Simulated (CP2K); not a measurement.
Isocyanoacetylene has these distinct C atoms: C1 (bonded to N), C3 (bonded to C and N) and C4 (bonded to C and H).

```xyz
5

C     2.2263   -0.0789   -0.9953
N     1.1362   -0.0409   -0.5074
C    -0.0571    0.0006    0.0258
C    -1.1645    0.0413    0.5209
H    -2.1409    0.0778    0.9560
```

Their partial C K spectra (CP2K XAS_TDP, all-electron GAPW, PBEh(45%), aug-cc-pVTZ, TDA, GW2X-corrected core level, no relativity) are given in random order, each times the number of alike atoms.

Gaussian full width 0.5 eV, oscillator strength per eV, alike atoms added, rows of zeros left out:

| E (eV) | curve 1 | curve 2 | curve 3 |
| --- | --- | --- | --- |
| 284.75 | 0.012 | 0.000 | 0.000 |
| 285.00 | 0.092 | 0.000 | 0.000 |
| 285.25 | 0.175 | 0.000 | 0.000 |
| 285.50 | 0.084 | 0.000 | 0.000 |
| 285.75 | 0.010 | 0.000 | 0.004 |
| 286.00 | 0.000 | 0.000 | 0.064 |
| 286.25 | 0.000 | 0.008 | 0.235 |
| 286.50 | 0.000 | 0.068 | 0.218 |
| 286.75 | 0.000 | 0.142 | 0.051 |
| 287.00 | 0.000 | 0.075 | 0.003 |
| 287.25 | 0.000 | 0.010 | 0.000 |
| 288.25 | 0.003 | 0.000 | 0.000 |
| 288.50 | 0.010 | 0.000 | 0.000 |
| 288.75 | 0.009 | 0.000 | 0.000 |
| 289.00 | 0.007 | 0.000 | 0.000 |
| 289.25 | 0.011 | 0.000 | 0.000 |
| 289.50 | 0.007 | 0.000 | 0.000 |
| 289.75 | 0.006 | 0.000 | 0.000 |
| 290.00 | 0.021 | 0.002 | 0.000 |
| 290.25 | 0.023 | 0.004 | 0.000 |
| 290.50 | 0.009 | 0.021 | 0.000 |
| 290.75 | 0.003 | 0.074 | 0.000 |
| 291.00 | 0.002 | 0.069 | 0.000 |
| 291.25 | 0.001 | 0.018 | 0.000 |
| 291.50 | 0.001 | 0.012 | 0.000 |
| 291.75 | 0.009 | 0.020 | 0.001 |
| 292.00 | 0.022 | 0.011 | 0.002 |
| 292.25 | 0.024 | 0.003 | 0.001 |
| 292.50 | 0.032 | 0.002 | 0.002 |
| 292.75 | 0.024 | 0.008 | 0.007 |
| 293.00 | 0.006 | 0.032 | 0.009 |
| 293.25 | 0.000 | 0.037 | 0.007 |
| 293.50 | 0.000 | 0.013 | 0.008 |
| 293.75 | 0.001 | 0.003 | 0.004 |
| 294.00 | 0.005 | 0.003 | 0.001 |
| 294.25 | 0.012 | 0.003 | 0.003 |
| 294.50 | 0.016 | 0.002 | 0.013 |
| 294.75 | 0.009 | 0.001 | 0.021 |
| 295.00 | 0.002 | 0.007 | 0.012 |
| 295.25 | 0.000 | 0.028 | 0.011 |
| 295.50 | 0.008 | 0.029 | 0.014 |
| 295.75 | 0.037 | 0.007 | 0.020 |
| 296.00 | 0.047 | 0.000 | 0.031 |
| 296.25 | 0.019 | 0.000 | 0.047 |
| 296.50 | 0.008 | 0.000 | 0.032 |
| 296.75 | 0.002 | 0.000 | 0.006 |
| 297.00 | 0.000 | 0.000 | 0.001 |
| 297.25 | 0.000 | 0.000 | 0.004 |
| 297.50 | 0.000 | 0.005 | 0.009 |
| 297.75 | 0.000 | 0.019 | 0.005 |
| 298.00 | 0.003 | 0.021 | 0.001 |

**Question.** Which curve belongs to which atom?

Curve 1: C4 (bonded to C and H), leading line at 285.24 eV (f = 0.093 an atom), ionisation energy 291.01 eV, term value 5.77 eV. Curve 2: C3 (bonded to C and N), leading line at 286.76 eV (f = 0.076 an atom), ionisation energy 292.32 eV, term value 5.56 eV. Curve 3: C1 (bonded to N), leading line at 286.36 eV (f = 0.144 an atom), ionisation energy 293.60 eV, term value 7.24 eV. The leading line of an atom is its first one with 35 % of the strongest within 2.5 eV of its lowest line over the strength cut. A line lies at the core ionisation energy, which rises as an atom loses charge to its neighbours or to a π system, less the term value, which is large for a low π* or σ* orbital with weight on that atom.

[Banner, clock and machine lines of the logs are left out without a mark of their own.]

[Logs are printed without paths, hosts, clocks, repeated set-up lines and the standing remarks that a program may print on its own settings, such as how far it seeks lower states.]

[Hosts, paths, dates, database ids (printed as entryN), source tags and the programs' standing remarks are cut or masked in the printed files.]
